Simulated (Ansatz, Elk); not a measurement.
## Bonding as seen by X-rays: LiCu2Se2

The structure of LiCu2Se2 used here is made up (a known structure type with other elements) and was relaxed beforehand with PBEsol. The aim is the Fourier transform of its all-electron density, F(hkl), set beside the sum over free spherical atoms that refinements use.

Main program and level: Elk 11.2.3 (patched build); DFT, PBE, all-electron APW+lo, Dirac cores, scalar-relativistic bands, static density, no spin.

The structure was built from a prototype and need not be the compound's stable phase.

## (1) The structure

The structure is tetragonal, space group I4/mmm (No. 139). Conventional cell: a = 3.660 Å, b = 3.660 Å, c = 13.141 Å, α = 90.00°, β = 90.00°, γ = 90.00°. Nearest to Se lie 4 Cu at 2.44 Å and 4 Li at 3.08 Å. Cu has 4 Se at 2.44 Å and 4 Cu at 2.59 Å nearest. Nearest to Li lie 8 Se at 3.08 Å. Farther neighbours and most contacts between anions are not listed.

## (2) Ground state and structure factors

An all-electron density is needed, since X-rays see the cores too. Task 0 finds the density and task 195 Fourier-transforms it; tshift is off so that phases refer to the origin typed.

The input, elk.in:

```
tasks
  0
  195

xctype
  20

spinpol
  .false.

rgkmax
  7.0

gmaxvr
  14.0

lmaxo
  7

lmaxapw
  8

swidth
  0.002

tshift
  .false.

ramdisk
  .false.

hmaxvr
  5.5

maxscl
  120

epspot
  1e-06

sppath
  './'

avec
  -3.45783469314 3.45783469314 12.41611345798
  3.45783469314 -3.45783469314 12.41611345798
  3.45783469314 3.45783469314 -12.41611345798

atoms
  3
  'Se.in'
  2
  0.6270659233 0.6270659233 -0.0000000000   0.000000 0.000000 0.000000
  0.3729340767 0.3729340767 -0.0000000000   0.000000 0.000000 0.000000
  'Cu.in'
  2
  0.2500000000 0.7500000000 0.5000000000   0.000000 0.000000 0.000000
  0.7500000000 0.2500000000 0.5000000000   0.000000 0.000000 0.000000
  'Li.in'
  1
  0.0000000000 0.0000000000 0.0000000000   0.000000 0.000000 0.000000

ngridk
  9 9 9
```

On the command line:

```sh
$ OMP_NUM_THREADS=4 elk
```

Numbers of over 12 decimals in the logs are rounded to 6 here.

The program printed:

```text
┌─────────────────────────┐
│ Elk code version 11.2.3 │
└─────────────────────────┘

All units are atomic (Hartree, Bohr, etc.)

┌─────────────────────────────────────────────────┐
│ Ground-state run starting from atomic densities │
└─────────────────────────────────────────────────┘

Lattice vectors :
  -3.457834693       3.457834693       12.41611346
   3.457834693      -3.457834693       12.41611346
   3.457834693       3.457834693      -12.41611346

Reciprocal lattice vectors :
 -0.2319483431E-16  0.9085433320      0.2530254467
  0.9085433320     -0.2319483431E-16  0.2530254467
  0.9085433320      0.9085433320     -0.1746393574E-17

Unit cell volume      :    593.8190400
Brillouin zone volume :   0.4177202089

Muffin-tin inner radius fraction :   0.1000000000E-01

Nuclei treated as point charges

Species : 1 (Se)
 parameters loaded from : Se.in
 name : selenium
 nuclear charge    :   -34.00000000
 electronic charge :    34.00000000
 atomic mass :    143935.2749
 muffin-tin radius :    2.281282844
 number of radial points in muffin-tin :    993
 inner part over the whole radius :   0.9966153595E-02
 number on inner part of muffin-tin    :    702
 approximate nuclear radius :   0.7785908700E-04
 number of mesh points to nuclear radius :    344
 atomic positions (lattice), magnetic fields (Cartesian) :
  1 :  -0.37293408 -0.37293408  0.00000000    0.00000000  0.00000000  0.00000000
  2 :   0.37293408  0.37293408  0.00000000    0.00000000  0.00000000  0.00000000

Species : 2 (Cu)
 parameters loaded from : Cu.in
 name : copper
 nuclear charge    :   -29.00000000
 electronic charge :    29.00000000
 atomic mass :    115837.2717
 muffin-tin radius :    2.281282844
 number of radial points in muffin-tin :    993
 inner part over the whole radius :   0.9884936817E-02
 number on inner part of muffin-tin    :    700
 approximate nuclear radius :   0.7406004541E-04
 number of mesh points to nuclear radius :    337
 atomic positions (lattice), magnetic fields (Cartesian) :
  1 :   0.25000000 -0.25000000  0.50000000    0.00000000  0.00000000  0.00000000
  2 :  -0.25000000  0.25000000  0.50000000    0.00000000  0.00000000  0.00000000

Species : 3 (Li)
 parameters loaded from : Li.in
 name : lithium
 nuclear charge    :   -3.000000000
 electronic charge :    3.000000000
 atomic mass :    12652.66898
 muffin-tin radius :    1.800000000
 number of radial points in muffin-tin :    593
 inner part over the whole radius :   0.9806707936E-02
 number on inner part of muffin-tin    :    401
 approximate nuclear radius :   0.4000070961E-04
 number of mesh points to nuclear radius :    148
 atomic positions (lattice), magnetic fields (Cartesian) :
  1 :   0.00000000  0.00000000  0.00000000    0.00000000  0.00000000  0.00000000

Total number of atoms per unit cell :    5
Total muffin-tin volume :    223.3524841
 ratio of muffin-tin to unit cell volume :   0.3761288694

Spin treatment :
 spin-unpolarised

Number of Bravais lattice symmetries :   16
Number of crystal symmetries         :   16
Crystal has inversion symmetry
Real symmetric eigensolver will be used

k-point grid :      9     9     9
k-point offset :    0.000000000       0.000000000       0.000000000
k-point set is reduced with full crystal symmetry group
Total number of k-points :       75

Muffin-tin radius times maximum |G+k| :    7.000000000
 using average radius
Maximum |G+k| for APW functions       :    3.203622803
Maximum (1/2)|G+k|²                   :    5.131599533
Maximum |G| for potential and density :    14.00000000
Constant for pseudocharge density :    8
 order of it for each species :   15  15  15
 order of it for pair densities of each species (exact exchange by exxq0 0: 16) :   11  11   5
Radial integration step length :    1

G-vector grid sizes :     60    60    60
Number of G-vectors :    27483

Maximum angular momentum used for
 APW functions            :    8
 outer part of muffin-tin :    7
 inner part of muffin-tin :    2

Total nuclear charge    :   -129.0000000
[...]
from k-point 38 to k-point 50
Estimated direct band gap   :   0.2644611306E-02
 at k-point 65

Charges :
 core                        :    60.00000000
 valence                     :    69.00000000
 interstitial                :    7.160945566
 muffin-tins (core leakage)
  species : 1 (Se)
   atom 1                    :    32.39618805     (  0.1278112134E-03)
   atom 2                    :    32.39618805     (  0.1278112134E-03)
  species : 2 (Cu)
[...]
species : 3 (Li)
   atom 1                    :    2.068388818     (   0.000000000    )
 total in muffin-tins        :    121.8390544
 total calculated charge     :    128.9985812
 total charge                :    129.0000000
 error                       :   0.1418786041E-02

RMS change in Kohn-Sham potential (target) :    5.801404409     (  0.1000000000E-05)
Absolute change in total energy (target)   :    2.335561957     (  0.1000000000E-03)

[... loops 3 to 18 left out ...]

┌──────────────────┐
│ Loop number : 19 │
└──────────────────┘

Energies :
 Fermi                       :     0.183709
 sum of occupied eigenvalues :     -4715.6126417041
 electron kinetic            :      8350.9878407632
 core electron kinetic       :      7557.3159118121
 Coulomb                     :     -16215.767479926
 Coulomb potential           :     -12659.096566184
 nuclear-nuclear             :     -894.16672803314
 electron-nuclear            :     -18007.129478440
 Hartree                     :      2685.5287265474
 Madelung                    :     -9886.2191968336
 xc potential                :     -407.50391628331
 exchange                    :     -307.10449132995
 correlation                 :     -6.230509
 electron entropic           :    -0.87638357195591E-03
 total energy                :     -8178.1155156460

Density of states at Fermi energy :    67.38807709
 (states/Hartree/unit cell)

Estimated indirect band gap :   0.4924961509E-03
 from k-point 52 to k-point 66
Estimated direct band gap   :   0.1220174729E-01
 at k-point 29

Charges :
 core                        :    60.00000000
 valence                     :    69.00000000
 interstitial                :    6.495085471
 muffin-tins (core leakage)
  species : 1 (Se)
[...]
species : 2 (Cu)
[...]
species : 3 (Li)
   atom 1                    :    2.056510752     (   0.000000000    )
 total in muffin-tins        :    122.5049145
 total calculated charge     :    128.9986071
 total charge                :    129.0000000
 error                       :   0.1392875634E-02

RMS change in Kohn-Sham potential (target) :   0.2672724184E-06 (  0.1000000000E-05)
Absolute change in total energy (target)   :   0.6122706600E-04 (  0.1000000000E-03)

Convergence targets achieved

┌──────────────────┐
│ Loop number : 20 │
└──────────────────┘

Energies :
 Fermi                       :     0.183709
 sum of occupied eigenvalues :     -4715.6126396320
 electron kinetic            :      8350.9878408580
 core electron kinetic       :      7557.3159122713
 Coulomb                     :     -16215.767479062
 Coulomb potential           :     -12659.096567098
 nuclear-nuclear             :     -894.16672803314
 electron-nuclear            :     -18007.129475731
 Hartree                     :      2685.5287247029
 Madelung                    :     -9886.2191955125
 xc potential                :     -407.50391339161
 exchange                    :     -307.10449126511
 correlation                 :     -6.230509
 electron entropic           :    -0.87638341296208E-03
 total energy                :     -8178.1155146217

Density of states at Fermi energy :    67.38806274
 (states/Hartree/unit cell)

Estimated indirect band gap :   0.4924969357E-03
 from k-point 52 to k-point 66
Estimated direct band gap   :   0.1220175140E-01
 at k-point 29

Charges :
 core                        :    60.00000000
 valence                     :    69.00000000
 interstitial                :    6.495085457
 muffin-tins (core leakage)
  species : 1 (Se)
[...]
atom 2                    :    32.18316795     (  0.1267525626E-03)
  species : 2 (Cu)
   atom 1                    :    28.04103395     (  0.3109185698E-03)
   atom 2                    :    28.04103395     (  0.3109185698E-03)
  species : 3 (Li)
   atom 1                    :    2.056510754     (   0.000000000    )
 total in muffin-tins        :    122.5049145
 total calculated charge     :    128.9986071
 total charge                :    129.0000000
 error                       :   0.1392875664E-02

┌──────────────────────────────┐
│ Self-consistent loop stopped │
└──────────────────────────────┘

Warning : core states of species 1 leak from the muffin-tin :   0.1267525626E-03

Warning : core states of species 2 leak from the muffin-tin :   0.3109185698E-03

Wrote STATE.OUT
```

It took 85 s on 4 threads of Arm Neoverse V1, shared host; peak memory 0.21 GiB.

SFACRHO.OUT:

```text

h k l indices transformed by vhmat matrix:
   1.000000000       0.000000000       0.000000000    
   0.000000000       1.000000000       0.000000000    
   0.000000000       0.000000000       1.000000000    

      h      k      l  multipl.   |H|            Re(F)            Im(F)           |F|

      0      0      0      1   0.0000000       129.00000     -0.12251634E-16   129.00000    
      1      1     -1      2  0.50605089      -54.817994     -0.28870314E-13   54.817994    
     -1      0      1      8  0.94311869      -39.492744      0.35601396E-17   39.492744    
      2      2     -2      2   1.0121018      -6.1840827      0.54204077E-13   6.1840827    
     -2     -1      1      8   1.1839121       42.825581     -0.53679674E-17   42.825581    
      1     -1      0      4   1.2848743       9.2828712     -0.21750740E-16   9.2828712    
      2      0     -1      8   1.3809379       46.238842      0.11112141E-13   46.238842    
     -3     -3      3      2   1.5181527      -38.751746      0.15759905E-13   38.751746    
      2      3     -2      8   1.5575615       35.384513      0.16658949E-16   35.384513    
      3      1     -2      8   1.6356198      -91.565534     -0.19897549E-13   91.565534    
     -1      1      1      4   1.8170867       90.862142     -0.48443672E-14   90.862142    
      0     -2      0      8   1.8862374      -40.024355      0.90132845E-14   40.024355    
      4      2     -3      8   1.9888915       44.397773      0.31842934E-13   44.397773    
      4      3     -4      8   1.9906087      -34.123332      0.41182885E-17   34.123332    
     -4     -4      4      2   2.0242036       86.331686     -0.88472299E-13   86.331686    
     -1      0     -1     16   2.0472608      -30.575424      0.12615632E-16   30.575424    
      1      3     -1      8   2.0799409      -5.7102813      0.14343408E-13   5.7102813    
      0     -3      1     16   2.1687443       34.284281     -0.19955330E-16   34.284281
```

Elk indexes on the primitive cell of elk.in and gives |H| = 4π sin θ/λ in inverse bohr. Below, one row stands for each form hkl of the conventional cell (m members, Friedel mates merged), F is for one primitive cell and the density is static (no thermal factor). Free-atom factors are Waasmaier and Kirfel's, and R is Σm||F|−|F'||/Σm|F|.

| hkl | m | sin θ/λ (Å⁻¹) | abs F, DFT | neutral atoms | diff. |
| --- | --- | --- | --- | --- | --- |
| 002 | 2 | 0.076 | 54.818 | 54.871 | -0.053 |
| 101 | 8 | 0.142 | 39.493 | 39.304 | +0.189 |
| 004 | 2 | 0.152 | 6.184 | 5.602 | +0.582 |
| 103 | 8 | 0.178 | 42.826 | 42.764 | +0.062 |
| 110 | 4 | 0.193 | 9.283 | 8.662 | +0.620 |
| 112 | 8 | 0.208 | 46.239 | 46.855 | -0.616 |
| 006 | 2 | 0.228 | 38.752 | 39.301 | -0.549 |
| 105 | 8 | 0.234 | 35.385 | 35.427 | -0.043 |
| 114 | 8 | 0.246 | 91.566 | 92.291 | -0.725 |
| 200 | 4 | 0.273 | 90.862 | 91.633 | -0.771 |
| 202 | 8 | 0.284 | 40.024 | 40.617 | -0.593 |
| 116 | 8 | 0.299 | 44.398 | 44.959 | -0.561 |
| 107 | 8 | 0.299 | 34.123 | 34.322 | -0.198 |
| 008 | 2 | 0.304 | 86.332 | 87.002 | -0.670 |

## (3) The highest occupied states alone

An energy window below the Fermi level keeps the highest occupied states, to see at which angles they scatter; shallow core shells can lie inside it and anion s states outside. No new self-consistency is needed.

elk.in: that of step 2 with these lines changed.

```diff
@@ -1,3 +1,2 @@
 tasks
-  0
   195
@@ -40,2 +39,5 @@
 
+wsfac
+  -0.183780 0.483710
+
 sppath
```

On the command line:

```sh
$ OMP_NUM_THREADS=4 elk
```

The program printed:

```text
┌─────────────────────────────────┐
│ Elk code version 11.2.3 started │
└─────────────────────────────────┘

Info(readinput): the functional depends on the density's gradient
 muffin-tin radial points multiplied by    2.00000
 (not where nrmtscf is given)

┌────────────────────┐
│ Current task : 195 │
└────────────────────┘
Info(checkmt): changed muffin-tin radius of species 1 (Se) from   2.4000 to   2.2813
Info(checkmt): changed muffin-tin radius of species 2 (Cu) from   2.4000 to   2.2813

Info(sfacrho): density structure factors written to SFACRHO.OUT

 Energy window :  -0.1837800000      0.4837100000

┌──────────────────┐
│ Elk code stopped │
└──────────────────┘
```

Run time: 11 s. Hardware: 4 threads; peak memory 0.17 GiB; 16 s of CPU time.

States within 10 eV below the Fermi level hold 31.00 electrons; any levels below the window count with the cores. Their amplitudes can exceed the total, where window and core parts have opposite phase:

| hkl | sin θ/λ (Å⁻¹) | abs F, window | abs F, all |
| --- | --- | --- | --- |
| 002 | 0.076 | 19.255 | 54.818 |
| 101 | 0.142 | 2.588 | 39.493 |
| 004 | 0.152 | 12.680 | 6.184 |
| 103 | 0.178 | 1.409 | 42.826 |
| 110 | 0.193 | 12.163 | 9.283 |
| 112 | 0.208 | 13.172 | 46.239 |
| 006 | 0.228 | 12.511 | 38.752 |
| 105 | 0.234 | 0.611 | 35.385 |
| 114 | 0.246 | 11.848 | 91.566 |
| 200 | 0.273 | 10.305 | 90.862 |

## (4) Another functional

The difference from free atoms is small, so it is set against the change that LDA (Perdew-Wang) makes.

elk.in: that of step 3 with these lines changed.

```diff
@@ -1,2 +1,3 @@
 tasks
+  0
   195
@@ -4,3 +5,3 @@
 xctype
-  20
+  3
 
@@ -39,5 +40,2 @@
 
-wsfac
-  -0.183780 0.483710
-
 sppath
```

On the command line:

```sh
$ OMP_NUM_THREADS=4 elk
```

The program printed:

```text
┌─────────────────────────┐
│ Elk code version 11.2.3 │
└─────────────────────────┘

All units are atomic (Hartree, Bohr, etc.)

┌─────────────────────────────────────────────────┐
│ Ground-state run starting from atomic densities │
└─────────────────────────────────────────────────┘

Lattice vectors :
  -3.457834693       3.457834693       12.41611346
   3.457834693      -3.457834693       12.41611346
   3.457834693       3.457834693      -12.41611346

Reciprocal lattice vectors :
 -0.2319483431E-16  0.9085433320      0.2530254467
[...]
atom 2                    :    28.05650962     (  0.3229274047E-03)
  species : 3 (Li)
   atom 1                    :    2.057349360     (   0.000000000    )
 total in muffin-tins        :    122.5302438
 total calculated charge     :    128.9985689
 total charge                :    129.0000000
 error                       :   0.1431139389E-02

┌──────────────────────────────┐
│ Self-consistent loop stopped │
└──────────────────────────────┘

Warning : core states of species 1 leak from the muffin-tin :   0.1238602678E-03

Warning : core states of species 2 leak from the muffin-tin :   0.3229274047E-03

Wrote STATE.OUT
[key lines of the parts left out:]
total energy                :     -8166.6075365151
```

It took 49 s on 4 threads; peak memory 0.17 GiB.

Against the first run R = 0.07 %; the largest change is -0.064 at 208.

## (5) Basis size

A smaller basis shows how fast F responds to it; the change is likely larger than the basis error of the first run, but doesn't show convergence.

elk.in: that of step 4 with these lines changed.

```diff
@@ -5,3 +5,3 @@
 xctype
-  3
+  20
 
@@ -11,3 +11,3 @@
 rgkmax
-  7.0
+  5.5
```

On the command line:

```sh
$ OMP_NUM_THREADS=4 elk
```

The program printed:

```text
┌─────────────────────────┐
│ Elk code version 11.2.3 │
└─────────────────────────┘

All units are atomic (Hartree, Bohr, etc.)

┌─────────────────────────────────────────────────┐
│ Ground-state run starting from atomic densities │
└─────────────────────────────────────────────────┘

Lattice vectors :
  -3.457834693       3.457834693       12.41611346
   3.457834693      -3.457834693       12.41611346
   3.457834693       3.457834693      -12.41611346

Reciprocal lattice vectors :
 -0.2319483431E-16  0.9085433320      0.2530254467
[...]
atom 2                    :    28.00017850     (  0.3110338198E-03)
  species : 3 (Li)
   atom 1                    :    2.055275196     (   0.000000000    )
 total in muffin-tins        :    122.3885727
 total calculated charge     :    128.9989227
 total charge                :    129.0000000
 error                       :   0.1077343794E-02

┌──────────────────────────────┐
│ Self-consistent loop stopped │
└──────────────────────────────┘

Warning : core states of species 1 leak from the muffin-tin :   0.1269481072E-03

Warning : core states of species 2 leak from the muffin-tin :   0.3110338198E-03

Wrote STATE.OUT
[key lines of the parts left out:]
total energy                :     -8178.0078889878
```

Elapsed: 67 s, on 4 threads; peak memory 0.2 GiB; 3.7 min of CPU time.

Against the first run R = 0.03 %; the largest change is +0.068 at 220.

## (6) Settings against the effect

| run | R against the first run (%) | R against neutral atoms, low angle (%) | wall time |
| --- | --- | --- | --- |
| PBE, rgkmax 7 | 0.00 | 0.89 | 85 s |
| LDA (Perdew-Wang) | 0.07 | 0.89 | 49 s |
| rgkmax 5.5 | 0.03 | 0.90 | 67 s |

## (7) Summary of results

| Quantity | Value |
| --- | --- |
| R against neutral atoms, sin θ/λ < 0.3 Å⁻¹ | 0.89 % |
| R against neutral atoms, 0.3 to 0.81 Å⁻¹ | 0.31 % |

In words: Independent neutral atoms miss the calculated amplitudes by R = 0.89 % below 0.3 Å⁻¹ and 0.31 % from there to 0.81 Å⁻¹; by shells, 0.38 % below 0.15 Å⁻¹ (2 forms), 0.95 % 0.15 to 0.3 (11 forms), 0.33 % 0.3 to 0.45 (21 forms), 0.30 % above 0.45 (115 forms). Bonding, aspherical density and the tables' own atoms all enter these figures, and the runs don't part them. The largest change of an amplitude is -0.77 electrons, at 200. The window's part falls from 31.0 electrons at the origin to at most 5.19 between 0.45 and 0.81 Å⁻¹, where compact states inside the window still scatter. Below 0.3 Å⁻¹ the changes that finished (LDA (Perdew-Wang) and rgkmax 5.5) move F by R = 0.02 % at most, against the 0.89 % that separates it from free atoms. The k-mesh has no finished test. These runs have no spin, though d or f shells may be open. The electron count is odd, so without spin the run is a metal by force. Part of the difference isn't bonding: the tables are fits to free atoms and ions calculated by other methods than this functional. Thermal motion, anomalous dispersion and extinction are left out.

[Logs are printed without paths, hosts, clocks, repeated set-up lines and the standing remarks that a program may print on its own settings, such as how far it seeks lower states.]

[Hosts, paths, dates, database ids (printed as entryN), source tags and the programs' standing remarks are cut or masked in the printed files.]
